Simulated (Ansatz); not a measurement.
# LaSb (model cell, started as wurtzite): the cell at rest, part 2 of 2

Aim: bring LaSb (model cell, started as wurtzite) to small forces and stress, as phonons need.

Ansatz 0.2.0; DFT PBEsol, scalar-relativistic, plane waves, PAW.

So far. Step 2 (A coarse first look): The coarse mesh shows a gap of 1.31 eV and a pressure of 0.7 GPa. The relaxed cell has a = 5.483, c = 6.398 Å (conventional setting).

The structure was built from a prototype and need not be the compound's stable phase.

### Step 4. Bringing the structure to rest, k-mesh 9×9×6, smearing width 0.1 eV (continued)

Electrostatic potential energy in the ac plane at fractional y = 0.333, with atoms of La and Sb within 0.2 Å of it. With pseudopotentials it is smooth inside the atoms' cores, unlike the true potential.

Values in eV, 17 rows by 15 columns, each cell a mean:
```
  8   7   6   6   7   8   6  -6 -18 -18 -17 -19 -14   1   8
  8   7   6   7   8   8   7  -4 -17 -18 -18 -19 -13   2   8
  9   8   7   8   8   9   8   2 -10 -17 -18 -15  -4   6   9
 10   9   9   9   9  10  10   8   2  -4  -5  -1   5   9  10
 10  10  10  10  10  11  10   9   7   6   5   6   8  10  10
 11  11  11  11  11  10  10   8   6   4   4   5   7   9  10
 10  11  11  11  11  10   8   4  -2  -8 -10  -5   1   6   9
 10  10  10  10  10   9   5  -2 -19 -32 -33 -28 -10   2   7
  9  10  10  10   9   8   3 -11 -34 -31 -26 -35 -24  -3   6
  9  10  10  10   9   8   3 -13 -35 -23 -11 -33 -27  -4   6
  9  10  10  10  10   8   4  -7 -29 -35 -34 -34 -19  -1   6
 10  11  11  11  10   9   6   1 -11 -23 -26 -18  -5   4   8
 10  11  11  11  11  10   9   6   2  -2  -3   0   4   7   9
 11  11  11  11  11  11  10   9   7   6   5   6   8   9  10
 10  10  10  10  10  10  10   9   6   4   3   5   8  10  10
 10   9   8   8   9  10   9   6  -3 -10 -12  -7   2   8  10
  9   8   7   7   8   9   8  -1 -15 -19 -19 -18  -9   5   9
```
Columns run along a (5.5 Å; values clipped at the 3rd and 97th percentile), rows up along c (6.4 Å). Atoms in or near the plane, at fractional coordinates: La at (0.67, 0.44), Sb at (0.67, 0.94).

Valence density in the ac plane at fractional y = 0.333, with atoms of La and Sb within 0.2 Å of it. It is the smooth field of the valence electrons, not physical close to the nuclei.

Values in e/Å³, 17 rows by 15 columns, each cell a mean:
```
 0  0  0  0  0  0  0  1  3 13 17  7  1  0  0
 0  0  0  0  0  0  0  1  2  9 12  5  1  0  0
 0  0  0  0  0  0  0  0  1  2  3  1  1  0  0
 0  0  0  0  0  0  0  0  0  1  1  0  0  0  0
 0  0  0  0  0  0  0  0  0  0  0  0  0  0  0
 0  0  0  0  0  0  0  0  0  0  0  0  0  0  0
 0  0  0  0  0  0  0  0  0  1  1  0  0  0  0
 0  0  0  0  0  0  0  0  1  1  2  1  1  0  0
 0  0  0  0  0  0  0  1  1  2  2  2  1  0  0
 0  0  0  0  0  0  0  1  2  1  1  2  1  0  0
 0  0  0  0  0  0  0  1  1  2  2  2  1  0  0
 0  0  0  0  0  0  0  0  1  1  1  1  0  0  0
 0  0  0  0  0  0  0  0  0  0  0  0  0  0  0
 0  0  0  0  0  0  0  0  0  0  0  0  0  0  0
 0  0  0  0  0  0  0  0  0  0  0  0  0  0  0
 0  0  0  0  0  0  0  0  0  1  1  1  0  0  0
 0  0  0  0  0  0  0  0  1  4  5  2  1  0  0
```
Columns run along a (5.5 Å), rows up along c (6.4 Å). Atoms in or near the plane, at fractional coordinates: La at (0.67, 0.44), Sb at (0.67, 0.94).

ELF in the ac plane at fractional y = 0.333, with atoms of La and Sb within 0.2 Å of it. It is the smooth field of the valence electrons, not physical close to the nuclei.

Ten even steps from '_' (0.00) to '@' (0.82), each cell a mean:
```
::__......==##++::______--**##
::______..==##++::____..==**##
::______..==##**==::::--++##**
..______..--**##**++++**####++
..........::==++**********++--
::::----::......::------::....
--++****==::__..==##%%**--....
==######**::..++@@@@@@@@%%::..
==##%%%%**--::%%@@++--##@@++..
==##%%%%**----%%@@::__**@@**::
==##%%##**::::##@@##**@@@@==..
--**####++::..--%%@@@@@@**....
::==++++--::....--++++==::__..
..::::::....::----====----::::
..______..::++####******##**==
::______..==####++====++**%%**
::______..==##**--....::==####
```
Columns run along a (5.5 Å), rows up along c (6.4 Å). Atoms in or near the plane, at fractional coordinates: La at (0.67, 0.44), Sb at (0.67, 0.94).

In this step the volume went from 41.64 to 41.64 Å³/atom.

### Step 5. Relaxing to small forces for the phonons

Phonons need a cell at rest on their own settings, so the relaxation is repeated with tight tolerances on forces and stress, using the mesh and the filling of the phonon run that follows.

Input file input.yaml:

```yaml
crystal:
  lattice:
    - [5.482900614, 0.0, 0.0]
    - [-2.741450307, 4.7483312181, 0.0]
    - [0.0, 0.0, 6.3975102087]
  atoms:
    - { symbol: La, position: [0.3333333333, 0.6666666667, -0.0625] }
    - { symbol: La, position: [0.6666666667, 0.3333333333, 0.4375] }
    - { symbol: Sb, position: [0.3333333333, 0.6666666667, 0.4375] }
    - { symbol: Sb, position: [0.6666666667, 0.3333333333, 0.9375] }
kpoints:
  mp_grid: { grid: [10, 10, 6] }
hamiltonian:
  xc: pbesol
scf:
  occupations: { method: methfessel_paxton, width: 0.15 }
output:
  forces: true
  stress: true
  eigenvalues: true
relax:
  adjacent_minimum: "off"
  f_tol: 0.001
  max_steps: 60
  cell: { stress_tol: 0.01 }
```

The run is started by

```
> ansatz run input.yaml --threads 4 --pin off --max-ram 7168MiB --backend cpu --events-out ev --progress --plain --runs-dir out
```

Numbers of over 12 decimals in the logs are rounded to 6 here.

The program printed:

```text
[...]
Crystal: 4 atoms, lattice volume = 166.557 Å³
Basis set: ecut = 420 eV, 3231 PW (Γ), exchange–correlation on 80×80×90 points (8 copies of the dense FFT grid, shifted against one another)
Bands: 32, of which v1, the nominal top of the filled ones, is band 26 counted from 1 (25 counted from 0)
Symmetry: 24 space group operations
[...]
k-points: 56 of 600
[...]
--- Relaxed structure (1 steps of the walk, 1 accepted, 1 SCFs on fresh bases) ---
[...]
cell:  # Å, volume = 166.5568 Å³
    - [5.482901, 0.0, 0.0]
    - [-2.741450, 4.748331, 0.0]
    - [0.0, 0.0, 6.3975102087]
  atoms:
    - { symbol: La, position: [0.333333, 0.666667, -0.062500] }
    - { symbol: La, position: [0.666667, 0.333333, 0.4375] }
    - { symbol: Sb, position: [0.333333, 0.666667, 0.4375] }
    - { symbol: Sb, position: [0.666667, 0.333333, 0.937500] }
[key lines of the parts left out:]
SCF converged after 8 iterations
Free energy (F): -25142.533387 eV
Fermi energy:    7.284459 eV
P = ⅓ Tr σ = 0.0005 GPa (0.005 kbar)
```

Elapsed: 12 s, on 4 threads of Arm Neoverse V1, shared host; peak memory 0.66 GiB.

Little changed from the start: no atom moved by 0.005 Å and no cell edge by 0.1 %.

Numbers from this step:

```yaml
pressure: 4.63e-4 GPa
```

The forces vanish by symmetry and the pressure is 0.000 GPa, within the tolerances set. The cell now holds 41.64 Å³/atom. Within 0.01 Å the structure now has space group P6_3/mmc, not the P6_3mc of the start.

### Step 6. Summary of results

```
space group after relaxation (within 0.01 Å) : P6_3/mmc
lattice constant a                           : 5.483 Å
lattice constant b                           : 5.483 Å
lattice constant c                           : 6.398 Å
volume per atom                              : 41.6 Å³
```

The forces vanish by symmetry and the pressure is 0.000 GPa, within the tolerances set. The cell now holds 41.64 Å³/atom. Within 0.01 Å the structure now has space group P6_3/mmc, not the P6_3mc of the start. The relaxation keeps the symmetry of its start, so it says nothing on stability against lower symmetry. The relaxed cell left the space group of the starting entry, even within 0.1 Å, so it may not be the phase that the entry, or a measurement on it, describes. Spin-orbit coupling is left out, which can matter for the heavy elements here. The starting cell was built on a prototype and not taken from a measurement, so the phase need not exist.

[Logs are printed without paths, hosts, clocks, repeated set-up lines and the standing remarks that a program may print on its own settings, such as how far it seeks lower states.]

[Hosts, paths, dates, database ids (printed as entryN), source tags and the programs' standing remarks are cut or masked in the printed files.]
